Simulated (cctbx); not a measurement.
# CaCo3: solution and refinement

Cell a = 5.5910 Å, b = 5.5910 Å, c = 4.7520 Å, α = 90.00°, β = 90.00°, γ = 120.00°; space group P6_3/mmc (no. 194); content Co6 Ca2.

The data are simulated with cctbx, not measured: Mo Kα, λ = 0.71073 Å, to d = 0.84 Å, 50 % of the full sphere, strongest reflection 70000 counts, noise from counting, a 3 % proportional error and a noise floor of 2 counts (s.d.); no absorption.

Charge flipping in P1 on normalised amplitudes to 0.9 Å, δ = 0.9 σ, 20 % of the reflections treated as weak, 100 cycles:

```text
cycle      R  skewness
    0  0.533     0.53
    8  0.372     3.32
   16  0.327     3.18
   24  0.298     3.03
   32  0.301     2.99
   40  0.296     3.01
   48  0.300     2.96
   56  0.312     2.97
   64  0.294     2.96
   72  0.310     2.91
   80  0.300     3.05
   88  0.287     2.97
   96  0.298     3.03
origin shift          correlation  skewness
 0.178  0.695  0.328      0.954      3.77
 0.679  0.695  0.328      0.954      3.70
 0.678  0.195  0.328      0.954      4.05
 0.178  0.195  0.328      0.954      4.12
taken: symmetry correlation 0.954, skewness 4.12
peak      x       y       z  mult  height/sigma
Q1    0.3333  0.6667  0.7500    2     10.9
Q2    0.1686  0.3371  0.2500    6      7.5
Q3    0.0799  0.4442  0.6510   24      0.7
Q4    0.1265  0.5633  0.1477   12      0.6
Q5    0.3333  0.6667  0.0506    4      0.6
Q6    0.3333  0.6667  0.2500    2      0.6
Q7    0.0000  0.0000  0.1250    4      0.6
```

The origin is taken among those within 0.04 of the best correlation, by the skewness of the map.

Run time: 0.39 s on 1 thread of Arm Neoverse V2 (shared host), peak memory 0.07 GiB.

Q: Assign the peaks.

Heights follow Z only loosely here, so the multiplicities, which must add up to the content, decide. First model: Q1 = Ca1 (2 in the cell, height 10.9) and Q2 = Co1 (6 in the cell, height 7.5). Against the true structure, Q1 is Ca and Q2 is Co; the other peaks are not atoms.

Least squares on F², isotropic:

```text
Rint 0.022, 59 unique reflections to 0.84 A
cycle     R1     wR2    GooF  max shift (A)
   1  0.1858  0.6027  28.188   0.03561
   3  0.0204  0.1069   5.000   0.00000
final R1 0.0204 wR2 0.1069 GooF 5.000  parameters 3  data/parameter 19.7
atom        x        y        z      Ueq    occ   su(xyz)  su(Uiso or U11)
Ca1    0.33333  0.66667  0.75000   0.0089  1.000  0.00000  0.0010
Co1    0.16477  0.32955  0.25000   0.0075  1.000  0.00020  0.0009
difference map: max 0.61 min -1.01 rms 0.16
Q1    0.1460  0.2920  0.1315   12    0.61  0.59 A from Co1
Q2    0.2237  0.4474  0.2500    6    0.52  0.57 A from Co1
Q3    0.0950  0.1900  0.2500    6    0.50  0.68 A from Co1
Q4    0.0702  0.3332  0.7500   12    0.36  1.17 A from Co1
Q5    0.2541  0.5082  0.7500    6    0.34  0.77 A from Ca1
```

Anisotropic refinement:

```text
Rint 0.022, 59 unique reflections to 0.84 A
cycle     R1     wR2    GooF  max shift (A)
   1  0.0204  0.1069   5.140   0.00057
   2  0.0073  0.0172   0.826   0.00000
final R1 0.0073 wR2 0.0172 GooF 0.826  parameters 6  data/parameter 9.8
atom        x        y        z      Ueq    occ   su(xyz)  su(Uiso or U11)
Ca1    0.33333  0.66667  0.75000   0.0096  1.000  0.00000  0.0002
Co1    0.16483  0.32967  0.25000   0.0070  1.000  0.00003  0.0002
difference map: max 0.23 min -0.28 rms 0.07
Q1    0.3333  0.6667  0.5876    4    0.23  0.77 A from Ca1
Q2    0.1619  0.3239  0.0850   12    0.18  0.78 A from Co1
Q3    0.0587  0.4124  0.2500   12    0.15  0.92 A from Co1
Q4    0.1775  0.3549  0.7500    6    0.13  1.51 A from Ca1
Q5    0.0431  0.4663  0.6235   24    0.13  1.56 A from Ca1
Q6    0.1749  0.5875  0.7500    6    0.13  0.77 A from Ca1
```

**Reading.** The refinement ends at R1 = 0.0073, wR2 = 0.0172, GooF = 0.83, with difference density between -0.28 and 0.23 e/Å³. Every site matches the true model in element, within 0.001 Å r.m.s., up to an allowed shift of origin.

True model:

| atom | mult. | x | y | z | Ueq (Å²) |
| --- | --- | --- | --- | --- | --- |
| Co1 | 6 | 0.3297 | 0.1648 | 3/4 | 0.0072 |
| Ca1 | 2 | 2/3 | 1/3 | 1/4 | 0.0098 |

The model is made up (kin elements in a known structure type, no relaxation), so it says nothing on whether the phase exists.

[Middle refinement cycles are left out of these outputs.]

[Logs are printed without paths, hosts, clocks, repeated set-up lines and the standing remarks that a program may print on its own settings, such as how far it seeks lower states.]
